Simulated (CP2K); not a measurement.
Consider 2-trifluoromethylpyridine at its PBE geometry (Å).

```xyz
14

F     2.6163    0.3072   -1.2359
C     2.1768   -0.2841   -0.0819
F     2.6421   -1.5518   -0.0833
F     2.7930    0.3927    0.9417
C     0.6612   -0.1936    0.0050
C     0.0648    1.0479    0.2490
C    -1.3283    1.1159    0.2428
C    -2.0563   -0.0510    0.0019
C    -1.3572   -1.2392   -0.2258
N    -0.0154   -1.3235   -0.2316
H     0.6756    1.9311    0.4300
H    -1.8354    2.0638    0.4207
H    -3.1454   -0.0432   -0.0164
H    -1.8918   -2.1723   -0.4162
```

Method: CP2K XAS_TDP, all-electron GAPW, PBEh(45%), aug-cc-pVDZ, TDA, GW2X-corrected core level, no relativity.

Where do the C K-edge lines lie, and how strong are they?

Leading lines: C2 295.51 eV, C5 287.52 eV, C6 287.11 eV, C7 287.07 eV, C8 287.06 eV and C9 287.48 eV. The leading line of an atom is its first one with 35 % of the strongest within 2.5 eV of its lowest line over the strength cut. Core ionisation energies at this level: C7 293.16, C9 293.43, C6 292.85, C8 292.79, C2 299.95 and C5 293.63 eV.

The first six lines of each atom with a strength over 0.0015:

| atom | energy (eV) | states | strength, one atom | above the computed threshold |
| --- | --- | --- | --- | --- |
| C2 (bonded to C and 3 F) | 295.51 | 1 | 0.0380 |  |
|  | 296.89 | 1 | 0.0731 |  |
|  | 297.25 | 1 | 0.0131 |  |
|  | 298.45 | 1 | 0.0351 |  |
|  | 298.49 | 1 | 0.0323 |  |
|  | 298.98 | 1 | 0.0204 |  |
| C5 (bonded to 2 C and N) | 287.52 | 1 | 0.0511 |  |
|  | 292.76 | 1 | 0.0018 |  |
|  | 293.17 | 1 | 0.0042 |  |
|  | 293.31 | 1 | 0.0018 |  |
|  | 293.39 | 1 | 0.0085 |  |
|  | 294.18 | 1 | 0.0019 | yes |
| C6 (bonded to 2 C and H) | 287.11 | 1 | 0.0513 |  |
|  | 290.72 | 1 | 0.0109 |  |
|  | 291.71 | 1 | 0.0042 |  |
|  | 292.30 | 1 | 0.0033 |  |
|  | 292.35 | 1 | 0.0036 |  |
|  | 293.24 | 1 | 0.0053 | yes |
| C7 (bonded to 2 C and H) | 287.07 | 1 | 0.0538 |  |
|  | 290.76 | 1 | 0.0123 |  |
|  | 292.22 | 1 | 0.0028 |  |
|  | 292.54 | 1 | 0.0040 |  |
|  | 293.37 | 1 | 0.0018 | yes |
|  | 293.44 | 1 | 0.0057 | yes |
| C8 (bonded to 2 C and H) | 287.06 | 1 | 0.0499 |  |
|  | 290.43 | 1 | 0.0122 |  |
|  | 291.86 | 1 | 0.0025 |  |
|  | 292.14 | 1 | 0.0054 |  |
|  | 293.15 | 1 | 0.0055 | yes |
|  | 293.26 | 1 | 0.0042 | yes |
| C9 (bonded to C, N and H) | 287.48 | 1 | 0.0551 |  |
|  | 291.30 | 1 | 0.0115 |  |
|  | 292.26 | 1 | 0.0035 |  |
|  | 292.93 | 1 | 0.0034 |  |
|  | 292.95 | 1 | 0.0019 |  |
|  | 293.80 | 1 | 0.0074 | yes |

Lines are vertical, at one geometry, with no vibrational structure. GW2X ionisation energies and lines can be off by 1 to 2 eV either way, and a good line position may hide errors that cancel. These values hold no scalar relativity, about 0.1 eV for C 1s. Rydberg lines, and the discretised continuum above threshold, depend on the basis and the box.

[Banner, clock and machine lines of the logs are left out without a mark of their own.]

[Logs are printed without paths, hosts, clocks, repeated set-up lines and the standing remarks that a program may print on its own settings, such as how far it seeks lower states.]

[Hosts, paths, dates, database ids (printed as entryN), source tags and the programs' standing remarks are cut or masked in the printed files.]
